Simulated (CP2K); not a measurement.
Two runs for the C K edge of thioanisole. Run A: CP2K XAS_TDP, all-electron GAPW, PBEh(45%), aug-cc-pVDZ, TDA, no relativity. Run B differs in one setting.

First lines with a strength over 0.0015. A:

| atom | energy (eV) | states | strength, one atom |
| --- | --- | --- | --- |
| C1 (bonded to S and 3 H) | 284.00 | 1 | 0.0325 |
|  | 284.68 | 1 | 0.0169 |
|  | 285.22 | 1 | 0.0171 |
|  | 285.29 | 1 | 0.0233 |
|  | 285.69 | 1 | 0.0071 |
| C3 (bonded to 2 C and S) | 282.28 | 1 | 0.0561 |
|  | 284.82 | 1 | 0.0357 |
|  | 286.07 | 1 | 0.0029 |
|  | 286.39 | 1 | 0.0017 |
|  | 287.78 | 1 | 0.0019 |
| C4 (bonded to 2 C and H) | 281.58 | 1 | 0.0498 |
|  | 284.32 | 1 | 0.0088 |
|  | 285.06 | 1 | 0.0020 |
|  | 285.34 | 1 | 0.0035 |
|  | 285.56 | 1 | 0.0021 |
| C5 (bonded to 2 C and H) | 281.38 | 1 | 0.0530 |
|  | 284.25 | 1 | 0.0108 |
|  | 285.38 | 1 | 0.0022 |
|  | 285.73 | 1 | 0.0019 |
|  | 286.09 | 1 | 0.0022 |
| C6 (bonded to 2 C and H) | 281.48 | 1 | 0.0509 |
|  | 284.13 | 1 | 0.0101 |
|  | 285.96 | 1 | 0.0016 |
|  | 286.25 | 1 | 0.0039 |
|  | 286.96 | 1 | 0.0020 |

B:

| atom | energy (eV) | states | strength, one atom |
| --- | --- | --- | --- |
| C1 (bonded to S and 3 H) | 277.95 | 1 | 0.0038 |
|  | 278.47 | 1 | 0.0228 |
|  | 278.76 | 1 | 0.0066 |
|  | 279.05 | 1 | 0.0100 |
|  | 279.17 | 1 | 0.0071 |
| C3 (bonded to 2 C and S) | 276.71 | 1 | 0.0431 |
|  | 278.49 | 1 | 0.0041 |
|  | 278.70 | 1 | 0.0079 |
|  | 279.15 | 1 | 0.0052 |
|  | 279.35 | 1 | 0.0075 |
| C4 (bonded to 2 C and H) | 275.91 | 1 | 0.0367 |
|  | 277.60 | 1 | 0.0028 |
|  | 278.34 | 1 | 0.0018 |
|  | 279.49 | 1 | 0.0034 |
|  | 279.99 | 1 | 0.0043 |
| C5 (bonded to 2 C and H) | 275.78 | 1 | 0.0397 |
|  | 277.64 | 1 | 0.0043 |
|  | 278.35 | 1 | 0.0016 |
|  | 279.66 | 1 | 0.0020 |
|  | 280.20 | 1 | 0.0026 |
| C6 (bonded to 2 C and H) | 275.83 | 1 | 0.0374 |
|  | 277.52 | 1 | 0.0040 |
|  | 278.45 | 1 | 0.0018 |
|  | 279.39 | 1 | 0.0039 |
|  | 279.92 | 1 | 0.0036 |

Q: Which was it: scalar relativity switched on, GW2X switched on, the basis, the functional?

The functional (functional from PBEh(45%) to PBE0; the lines alone don't name the new value). A functional moves all lines by electronvolts and changes their spacings and strengths. Against PBEh(45%) in aug-cc-pVDZ, the leading lines move by -5.57 eV (C3, to 276.71), -5.67 eV (C4, to 275.91), -5.60 eV (C5, to 275.78) and -5.65 eV (C6, to 275.83); the strength of C3's goes from 0.0561 to 0.0431. For C1 the rule picks another line of the list in the two runs, so no shift is given. The next line of C3 over the strength cut lies 1.78 eV higher, against 2.54.

[Hosts, paths, dates, database ids (printed as entryN), source tags and the programs' standing remarks are cut or masked in the printed files.]
